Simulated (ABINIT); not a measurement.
# SrAlGeH (P3m1): G0W0 with ABINIT, start to end, part 2 of 2

Aim: the G0W0 gap of SrAlGeH (P3m1) on LDA, step by step.

ABINIT 10.8.3; LDA and many-body steps on it, plane waves. Known limits of the many-body steps: not at the basis limit; mesh may overstate the screening; no spin-orbit coupling; coarse k mesh.

So far. Step 2 (Ground state): The gap is indirect, with the least direct gap 0.66 eV higher. Step 3 (Empty states on the mesh, 3×3×2 mesh, 75 bands): On this mesh the gap is 1.012 eV. The earlier step found 0.664 eV, so this mesh misses an edge.

## (4) Screening, 3×3×2 mesh, 69 bands, screening to 106.1 eV

The RPA dielectric matrix is built and inverted for each q.

This step: RPA screening on LDA, plane waves, norm-conserving pseudopotentials.

run.abi reads:

```
acell 3*1.0 Angstrom
rprim 
  4.265790426783 0.000000000004 0.000000000000
  -2.132895213395 3.694282876813 0.000000000000
  0.000000000000 0.000000000000 4.967268000000
ntypat 4
znucl 38 13 32 1
natom 4
typat 1 2 3 4
xred 
  0.333333333333 0.666666666667 0.004601000000
  -0.000000000000 0.000000000000 0.458049000000
  0.666666666667 0.333333333333 0.561296000000
  -0.000000000000 0.000000000000 0.105252000000
pp_dirpath "pseudos"
pseudos "Sr.upf, Al.upf, Ge.upf, H.upf"
ecut 56
ngkpt 3 3 2
nshiftk 1
shiftk 0 0 0
kptopt 1
chksymbreak 0
istwfk *1
occopt 1
irdwfk 1
optdriver 3
nband 69
ecuteps 3.9
inclvkb 2
awtr 1
symchi 1
indata_prefix "in"
outdata_prefix "out"
tmpdata_prefix "tmp"
```

Started as:

```sh
> OMP_NUM_THREADS=1 mpirun -n 8 abinit run.abi > log
```

Numbers of over 12 decimals in the logs are rounded to 6 here.

What it wrote:

```text
.Version 10.8.3 of ABINIT. v10.8.2 released Aug 2026.

 Symmetries : space group P3 m 1 (#156); Bravais hP (primitive hexag.)
[... echo of the input left out ...]
== DATASET  1 ==================================================================
-   mpi_nproc: 8, omp_nthreads: 1 (-1 if OMP is not activated)

--- !DatasetInfo
iteration_state: {dtset: 1, }
dimensions: {natom: 4, nkpt: 6, mband: 69, nsppol: 1, nspinor: 1, nspden: 1, mpw: 10645, }
cutoff_energies: {ecut:  56.0, pawecutdg:  -1.0, }
electrons: {nelect:   3.60000000E+01, charge:   0.00000000E+00, occopt:   1.00000000E+00, tsmear:   1.00000000E-02, }

 SCREENING: Calculation of the susceptibility and dielectric matrices

 Based on a program developped by R.W. Godby, V. Olevano, G. Onida, and L. Reining.
 Incorporated in ABINIT by V. Olevano, G.-M. Rignanese, and M. Torrent.
.Using double precision arithmetic ; gwpc =  8

[... cell and pseudopotentials left out ...]
--------------------------------------------------------------------------------

 ==== K-mesh for the wavefunctions ====
 Number of points in the irreducible wedge :     6
[... list of points left out ...]
 Together with  6 symmetry operations and time-reversal symmetry
 yields    18 points in the full Brillouin Zone.

 ==== Q-mesh for the screening function ====
 Number of points in the irreducible wedge :     6
[... list of points left out ...]
 Together with  6 symmetry operations and time-reversal symmetry
 yields    18 points in the full Brillouin Zone.

 setmesh: FFT mesh size selected  =    30x   30x   40
          total number of points  =        36000

 vcoul_init : cutoff-mode = AUXILIARY_FUNCTION
 q-points for optical limit:   1
     1)      0.000010    0.000020    0.000030

- screening: taking advantage of time-reversal symmetry
- Maximum band index for partially occupied states nbvw = 18
- Remaining bands to be divided among processors   nbcw = 51
- Number of bands treated by each node ~6

 Number of electrons calculated from density =   36.0000; Expected =   36.0000
 average of density, n =  0.068149
 r_s =    1.5187
 omega_plasma =   25.1817 [eV]

 calculating chi0 at frequencies [eV] :
  1    0.000000E+00    0.000000E+00
  2    0.000000E+00    2.518169E+01

--------------------------------------------------------------------------------
  q-point number  1        q = ( 0.000000, 0.000000, 0.000000) [r.l.u.]
--------------------------------------------------------------------------------
[... chi0 elements left out ...]
 For q-point:  0.000010 0.000020 0.000030
  dielectric constant =  26.0016
  dielectric constant without local fields =  29.3316

  Average fulfillment of the sum rule on Im[epsilon] for q-point    1 :     38.96  [%]
[... wings left out ...]
  q-point number  2        q = ( 0.333333, 0.000000, 0.000000) [r.l.u.]
--------------------------------------------------------------------------------
[... chi0 elements left out ...]
  Average fulfillment of the sum rule on Im[epsilon] for q-point    2 :     44.54  [%]

 [... 4 further q-points ...]
```

Elapsed: 14 s, on 8 MPI ranks of Arm Neoverse V1, shared host; peak memory 1.6 GiB; 1.8 min of CPU time.

This step gave:

```
ε∞ with local fields, on this mesh, along the program's q direction : 26.00
the same without local fields                                       : 29.33
plasma frequency                                                    : 25.18 eV
plane waves in the screening matrix                                 : 213
```

Local fields lower ε∞ by 11 %. On a Γ-centred mesh this coarse the value itself is usually too large, while a short band sum pulls it down.

## (5) Self-energy, 3×3×2 mesh, 69 bands, screening to 106.1 eV

The self-energy is evaluated for the states that the input lists, and the levels follow from it, in one-shot runs by the linearised quasiparticle equation.

This step: G0W0 on LDA, plane waves, norm-conserving pseudopotentials.

Changes to run.abi since step 4:

```diff
@@ -25,8 +25,19 @@
 irdwfk 1
-optdriver 3
+optdriver 4
 nband 69
+gwcalctyp 0
+ecutsigx 56
+symsigma 1
+nkptgw 3
+kptgw 
+  0.0000000000 0.0000000000 0.5000000000
+  0.3333333333 0.0000000000 0.0000000000
+  0.0000000000 0.0000000000 0.0000000000
+bdgw 
+  16 21
+  17 20
+  17 21
 ecuteps 3.9
-inclvkb 2
-awtr 1
-symchi 1
+irdscr 1
+ppmodel 1
 indata_prefix "in"
```

What it wrote:

```text
.Version 10.8.3 of ABINIT. v10.8.2 released Aug 2026.

 Symmetries : space group P3 m 1 (#156); Bravais hP (primitive hexag.)
[... echo of the input left out ...]
== DATASET  1 ==================================================================
-   mpi_nproc: 8, omp_nthreads: 1 (-1 if OMP is not activated)

--- !DatasetInfo
iteration_state: {dtset: 1, }
dimensions: {natom: 4, nkpt: 6, mband: 69, nsppol: 1, nspinor: 1, nspden: 1, mpw: 10645, }
cutoff_energies: {ecut:  56.0, pawecutdg:  -1.0, }
electrons: {nelect:   3.60000000E+01, charge:   0.00000000E+00, occopt:   1.00000000E+00, tsmear:   1.00000000E-02, }

 SIGMA: Calculation of the GW corrections

 Based on a program developped by R.W. Godby, V. Olevano, G. Onida, and L. Reining.
 Incorporated in ABINIT by V. Olevano, G.-M. Rignanese, and M. Torrent.
.Using double precision arithmetic ; gwpc =  8

[... cell and pseudopotentials left out ...]
--------------------------------------------------------------------------------

 ==== K-mesh for the wavefunctions ====
 Number of points in the irreducible wedge :     6
[... list of points left out ...]
 Together with  6 symmetry operations and time-reversal symmetry
 yields    18 points in the full Brillouin Zone.

 ==== Q-mesh for screening function ====
 Number of points in the irreducible wedge :     6
[... list of points left out ...]
 Together with  6 symmetry operations and time-reversal symmetry
 yields    18 points in the full Brillouin Zone.

 vcoul_init : cutoff-mode = AUXILIARY_FUNCTION
 q-points for optical limit:   1
     1)      0.000010    0.000020    0.000030
 setmesh: FFT mesh size selected  =    48x   48x   64
          total number of points  =       147456

 Number of electrons calculated from density =   36.0000; Expected =   36.0000
 average of density, n =  0.068149
 r_s =    1.5187
 omega_plasma =   25.1817 [eV]

 === KS Band Gaps ===
  >>>> For spin  1
   Minimum direct gap =   1.3295 [eV], located at k-point      :   0.0000  0.0000  0.5000
   Fundamental gap    =   1.0121 [eV], Top of valence bands at :   0.0000  0.0000  0.5000
                                       Bottom of conduction at :   0.3333  0.0000  0.0000
 SIGMA fundamental parameters:
 PLASMON POLE MODEL  1
 number of plane-waves for SigmaX                10645
 number of plane-waves for SigmaC and W            213
 number of plane-waves for wavefunctions         10645
 number of bands                                    69
 number of independent spin polarizations            1
 number of spinorial components                      1
 number of k-points in IBZ                           6
 number of q-points in IBZ                           6
 number of symmetry operations                       6
 number of k-points in BZ                           18
 number of q-points in BZ                           18
 number of frequencies for dSigma/dE                 9
 frequency step for dSigma/dE [eV]                0.25
 number of omega for Sigma on real axis              0
 max omega for Sigma on real axis  [eV]           0.00
 zcut for avoiding poles [eV]                     0.10

 EPSILON^-1 parameters (SCR file):
 dimension of the eps^-1 matrix on file            213
 dimension of the eps^-1 matrix used               213
 number of plane-waves for wavefunctions         10645
 number of bands                                    69
 number of q-points in IBZ                           6
 number of frequencies                               2
 number of real frequencies                          1
 number of imag frequencies                          1

 matrix elements of self-energy operator (all in [eV])

 Perturbative Calculation

--- !SelfEnergy_ee
iteration_state: {dtset: 1, }
kpoint     : [   0.000,    0.000,    0.500, ]
spin       : 1
KS_gap     :    1.329
QP_gap     :    1.922
Delta_QP_KS:    0.592
data: !SigmaeeData |
     Band     E0 <VxcDFT>   SigX SigC(E0)      Z dSigC/dE  Sig(E)    E-E0       E
       16   5.809 -11.857 -13.175   1.477   0.777  -0.288 -11.734   0.123   5.932
       17   5.809 -11.857 -13.175   1.477   0.777  -0.288 -11.734   0.123   5.932
       18   5.986 -11.212 -12.341   1.247   0.779  -0.283 -11.120   0.092   6.078
       19   7.315 -11.511  -7.007  -3.626   0.780  -0.283 -10.827   0.684   8.000
       20   7.863 -10.007  -5.537  -3.714   0.787  -0.271  -9.412   0.594   8.457
       21   7.863 -10.007  -5.537  -3.714   0.787  -0.271  -9.412   0.594   8.457

--- !SelfEnergy_ee
iteration_state: {dtset: 1, }
kpoint     : [   0.333,    0.000,    0.000, ]
spin       : 1
KS_gap     :    1.920
QP_gap     :    2.253
Delta_QP_KS:    0.333
data: !SigmaeeData |
     Band     E0 <VxcDFT>   SigX SigC(E0)      Z dSigC/dE  Sig(E)    E-E0       E
       17   4.715 -11.196 -12.925   1.727   0.768  -0.302 -11.198  -0.001   4.714
       18   5.078 -10.431 -11.536   1.241   0.777  -0.286 -10.325   0.106   5.184
       19   6.998  -9.640  -5.546  -3.535   0.786  -0.273  -9.201   0.439   7.437
       20   8.224  -9.939  -5.498  -3.742   0.791  -0.264  -9.386   0.553   8.777

--- !SelfEnergy_ee
iteration_state: {dtset: 1, }
kpoint     : [   0.000,    0.000,    0.000, ]
spin       : 1
KS_gap     :    1.820
QP_gap     :    2.271
Delta_QP_KS:    0.451
data: !SigmaeeData |
     Band     E0 <VxcDFT>   SigX SigC(E0)      Z dSigC/dE  Sig(E)    E-E0       E
       17   5.396 -11.359 -12.651   1.428   0.777  -0.288 -11.253   0.106   5.501
       18   5.396 -11.359 -12.651   1.428   0.777  -0.288 -11.253   0.106   5.501
       19   7.216 -10.536  -6.198  -3.626   0.782  -0.279  -9.979   0.556   7.772
       20   9.115 -10.289  -5.628  -3.907   0.779  -0.284  -9.702   0.586   9.701
       21   9.115 -10.289  -5.628  -3.907   0.779  -0.284  -9.702   0.586   9.701

== END DATASET(S) ==============================================================
================================================================================

 -outvars: echo values of variables after computation  --------
           etotal      0.0000000000E+00
            nband          69
             nkpt           6
          spgroup         156
 [... the other variables as echoed above ...]

 Calculation completed.
```

Run time: 7.6 s. Hardware: 8 MPI ranks; peak memory 1.3 GiB.

Numbers from this step:

* G0W0 gap on the points computed: 1.359 eV
* starting gap on the mesh: 1.012 eV
* k of the valence top: 0, 0, 0.5
* k of the conduction bottom: 0.3333, 0, 0
* Z at the valence top: 0.779
* Z at the conduction bottom: 0.786
* least direct G0W0 gap on the computed points: 1.922 eV

The gap on the mesh goes from 1.01 eV to 1.36 eV, a correction of +0.35 eV. The start differs from the 0.66 eV found before because the two sample other k points.

Limits: finite bands, cutoff and mesh; no spin-orbit coupling; coarse k mesh. v1 is the top filled band, c1 the lowest empty one. The levels before and after the correction (eV, zero at the valence-band top of each column):

|  | conduction bottom | valence top |
| --- | --- | --- |
| Kohn-Sham | 1.01 | 0.00 |
| G0W0 | 1.36 | 0.00 |

|  | level | energy (eV) |
| --- | --- | --- |
| Kohn-Sham | (0 0 0.5) v3-v2 | -0.177 |
| Kohn-Sham | (0 0 0.5) v1 | 0.000 |
| Kohn-Sham | (0 0 0.5) c1 | 1.330 |
| Kohn-Sham | (0 0 0.5) c2-c3 | 1.877 |
| Kohn-Sham | (0.333 0 0) v2 | -1.271 |
| Kohn-Sham | (0.333 0 0) v1 | -0.908 |
| Kohn-Sham | (0.333 0 0) c1 | 1.012 |
| Kohn-Sham | (0.333 0 0) c2 | 2.238 |
| G0W0 | (0 0 0.5) v3-v2 | -0.146 |
| G0W0 | (0 0 0.5) v1 | 0.000 |
| G0W0 | (0 0 0.5) c1 | 1.922 |
| G0W0 | (0 0 0.5) c2-c3 | 2.379 |
| G0W0 | (0.333 0 0) v2 | -1.364 |
| G0W0 | (0.333 0 0) v1 | -0.894 |
| G0W0 | (0.333 0 0) c1 | 1.359 |
| G0W0 | (0.333 0 0) c2 | 2.699 |

## (6) Where the time went

Times are wall times on the hardware named with each run, good to a factor of about two.

| step | time | share | memory (GiB) |
| --- | --- | --- | --- |
| ground state | 46 s | 48 % | 0.98 |
| empty states on the mesh | 29 s | 30 % | 0.61 |
| screening | 14 s | 14 % | 1.6 |
| self-energy | 7.6 s | 8 % | 1.3 |

## (7) Results

| Item | Value |
| --- | --- |
| LDA gap | 0.66 eV, indirect |
| G0W0 gap on the mesh | 1.36 eV |
| G0W0 gap over the zone (rigid shift) | 1.01 eV |
| GW settings | 3×3×2 mesh, 69 bands, screening to 106.1 eV, Godby-Needs plasmon pole |
| known limits | not at the basis limit; mesh may overstate the screening; no spin-orbit coupling; coarse k mesh |

G0W0 moves the gap on the mesh from 1.01 eV to 1.36 eV (+0.35 eV), with Z of 0.78 and 0.79 at the edges. The mesh misses the band edges by 0.35 eV in all; a rigid shift gives 1.01 eV for the zone. Local fields lower the RPA ε∞ on this mesh from 29.33 to 26.00; a Γ-centred mesh this coarse tends to raise both, most where the direct gap is narrow, while a short band sum lowers them. Only 3 of the mesh's irreducible points were corrected, so a valley elsewhere could overtake. The dearest step here is «ground state». Bands and cutoff are finite, so the gap is not at the basis limit. The miss can reach some tenths of an eV and take either sign; the mesh is an error of its own. In the G0W0 run levels were corrected at 3 k points alone, so a gap called «on the mesh» is the least over those, and an edge elsewhere would be missed. A denser mesh or path gives a starting gap of 0.66 eV: the GW mesh misses a band edge, so its gaps are not the fundamental one. The 3×3×2 mesh is coarse for this cell, which bears on the long-range parts of exchange and screening. The RPA ε∞ on this mesh reaches over 25; with a narrow direct gap a coarse mesh can overstate it, and the correction is then too small. The many-body steps are scalar-relativistic: spin-orbit coupling is not in them.

[Paths, hosts, dates, memory and timing lines, banners, echoed tables and standing remarks are left out of the program output.]

[Logs are printed without paths, hosts, clocks, repeated set-up lines and the standing remarks that a program may print on its own settings, such as how far it seeks lower states.]

[Runs of the session that timed out or met a known fault of the program may be left out.]

[Hosts, paths, dates, database ids (printed as entryN), source tags and the programs' standing remarks are cut or masked in the printed files.]

[G0W0 gaps are taken among the corrected bands and points alone; a level outside them can change the order at an edge.]

[Where Ansatz stands beside ABINIT at settings called matched, ABINIT's density can come from a denser mesh and the files from another edition; pairs whose starting gaps differed by over 0.03 eV were left out, so agreement reads better than it is.]
